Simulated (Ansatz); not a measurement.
## ZrO2: monoclinic against tetragonal under pressure

Which form of ZrO2 has the lower enthalpy, and does pressure change the order? Both are relaxed at the same set pressures.

Calculated with Ansatz 0.2.0, PBEsol, PAW files of the set soft_1, cutoff 600 eV, Fermi–Dirac smearing 0.02 eV, k-mesh 6×6×6, no spin polarisation, no spin-orbit coupling.

The runs at 30 GPa are left out: their cell edges leave the smooth trend of the others, as when the structure changes.

The tetragonal cell takes smearing 0.02 eV and a 8×8×6 mesh.

Near zero pressure the monoclinic cell (P2_1/c, 12 atoms) is a = 5.1278 Å, b = 5.2114 Å, c = 5.2955 Å, α = 90.00°, β = 99.61°, γ = 90.00°; the tetragonal cell (P4_2/nmc, 6 atoms) is a = 3.5844 Å, b = 3.5844 Å, c = 5.1785 Å, α = 90.00°, β = 90.00°, γ = 90.00°.

```
P (GPa)  V, monoclinic (Å³)  V, tetragonal (Å³)  ΔE (meV)  ΔH = ΔE + PΔV (meV)
     −4              35.663              34.052      79.4                119.6
      0              34.882              33.267      78.9                 78.9
     10              32.614              31.725      54.1                 −1.4
     15              31.601              31.099      23.9                −23.1
     20              30.611              30.535     −22.9                −32.4
```

Values are for a formula unit, differences are tetragonal less monoclinic, and 1 GPa Å³ = 6.2415 meV. **Question.** Give ΔH at 5 GPa, a row left out above, and the pressure at which the two forms cross, if they do.

Least squares with ΔH = h0 + h1 P + h2 P² gives h0 = 77.0 meV, h1 = −10.04 meV/GPa and h2 = 0.227 meV/GPa². Since dH/dP = V, the slope should equal ΔV: −1.615 Å³ × 6.2415 = −10.08 meV/GPa at 0 GPa. At 5 GPa the fit gives 32.5 meV. The run itself gives 32.7 meV, so the estimate misses by 0.2 meV; the fitted rows themselves lie up to 1.9 meV off the law.

ΔH passes through zero at 9.9 GPa, above which the tetragonal form is lower. This compares two forms alone, at zero temperature, without vibrations or barriers; other forms may lie lower.

[Logs are printed without paths, hosts, clocks, repeated set-up lines and the standing remarks that a program may print on its own settings, such as how far it seeks lower states.]
